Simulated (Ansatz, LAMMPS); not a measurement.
# What went wrong? glassy 76SiO2-9BaO-7SrO-4Li2O-4ZrO2 (mol %) (128 atoms)

Program: Ansatz 0.2.0. The cell: 34 Si, 4 Ba, 3 Sr, 4 Li, 2 Zr and 81 O.

The input, input.yaml:

```yaml
crystal:
  lattice:
    - [12.09259, 0.0, 0.0]
    - [0.0, 12.09259, 0.0]
    - [0.0, 0.0, 12.09259]
  atoms:
    - { symbol: Si, position: [0.48329, 0.95339, 0.30682] }
    - { symbol: Si, position: [0.43926, 0.01319, 0.94553] }
    - { symbol: Si, position: [0.91924, 0.422, 0.61458] }
    - { symbol: Si, position: [0.43566, 0.81399, 0.78712] }
    - { symbol: Si, position: [0.28617, 0.14475, 0.78245] }
    - { symbol: Si, position: [0.11354, 0.6067, 0.00626] }
    - { symbol: Si, position: [0.4426, 0.5485, 0.84974] }
    - { symbol: Si, position: [0.01278, 0.84206, 0.04381] }
    - { symbol: Si, position: [0.37727, 0.13029, 0.16018] }
    - { symbol: Si, position: [0.34078, 0.50525, 0.07812] }
    - { symbol: Si, position: [0.99597, 0.71996, 0.42137] }
    - { symbol: Si, position: [0.60388, 0.98473, 0.66553] }
    - { symbol: Si, position: [0.38757, 0.45835, 0.3246] }
    - { symbol: Si, position: [0.28525, 0.86037, 0.42432] }
    - { symbol: Si, position: [0.04181, 0.16499, 0.7936] }
    - { symbol: Si, position: [0.75666, 0.78295, 0.07994] }
    - { symbol: Si, position: [0.72129, 0.27571, 0.37964] }
    - { symbol: Si, position: [0.78766, 0.3758, 0.06773] }
    [... 104 atom lines left out ...]
    - { symbol: O, position: [0.8459, 0.51644, 0.54645] }
    - { symbol: O, position: [0.82913, 0.33876, 0.65669] }
    - { symbol: O, position: [0.46039, 0.36076, 0.57173] }
    - { symbol: O, position: [0.93452, 0.76286, 0.53264] }
    - { symbol: O, position: [0.97583, 0.05039, 0.78194] }
    - { symbol: O, position: [0.56952, 0.03079, 0.96066] }
kpoints:
  mp_grid: { grid: [1, 1, 1] }
hamiltonian:
  xc: pbe
scf:
  occupations: { method: fermi_dirac, width: 0.05 }
  eigensolver: { kind: { support_functions: { accuracy: medium, radius: 3.12 } } }
  max_iter: 150
output:
  forces: true
  eigenvalues: true
```

Run with:

```sh
$ ansatz run input.yaml --threads 8 --pin off --max-ram 15872MiB --backend cpu --events-out ev --progress --plain --runs-dir out
```

What it wrote:

```text
Warning: scf.eigensolver.kind.support_functions: disabling space-group detection — the functions' gradient is summed over unrotated k-points, so no spatial operation reduces the k-mesh or symmetrises the density; time reversal is kept, so that k and −k are solved as one point where they differ and the mesh holds both, and exact exchange and, on two spinor components, a DFT+U term hold to it where the run has them: [...]
Warning: basis.ecutwfc = 464 eV, auto-derived: no grid that the accuracy of the support functions lays serves the files at the lower one that their records recommend; a deck with other species or settings can derive another value
settings of this run that can trade accuracy for cost: scf.eigensolver.kind.support_functions [...]
Engine: ansatz 0.2.0, aarch64-unknown-linux-gnu
Pseudopotentials: kind: paw
Pseudopotential: Si, paw, valence charge 4, recommended cutoff 420 eV (normal), Si.paw.azcp
Pseudopotential: Ba, paw, valence charge 10, recommended cutoff 420 eV (normal), Ba.paw.azcp
Pseudopotential: Sr, paw, valence charge 10, recommended cutoff 420 eV (normal), Sr.paw.azcp
Pseudopotential: Li, paw, valence charge 3, recommended cutoff 420 eV (normal), Li.paw.azcp
Pseudopotential: Zr, paw, valence charge 12, recommended cutoff 420 eV (normal), Zr.paw.azcp
Pseudopotential: O, paw, valence charge 6, recommended cutoff 420 eV (normal), O.paw.azcp
[... 5 lines on functional and potentials left out ...]
Error: SCF: the radius of support functions is under 3.49 Å, the least for these sites at the functions' level (scf.eigensolver.kind.support_functions.accuracy). Use scf.eigensolver.kind: auto, or type scf.eigensolver.kind.support_functions.radius at least as long, [...]
```

Wall time 7.2 s (8 threads of Arm Neoverse V1, shared host); peak memory 0.56 GiB.

What is at fault here, and what would mend it?

A radius under the least that the level allows: support_functions.radius = 3.12.

The fix is to use a longer radius.

The run ended with an error.

[Logs are printed without paths, hosts, clocks, repeated set-up lines and the standing remarks that a program may print on its own settings, such as how far it seeks lower states.]

[Hosts, paths, dates, database ids (printed as entryN), source tags and the programs' standing remarks are cut or masked in the printed files.]
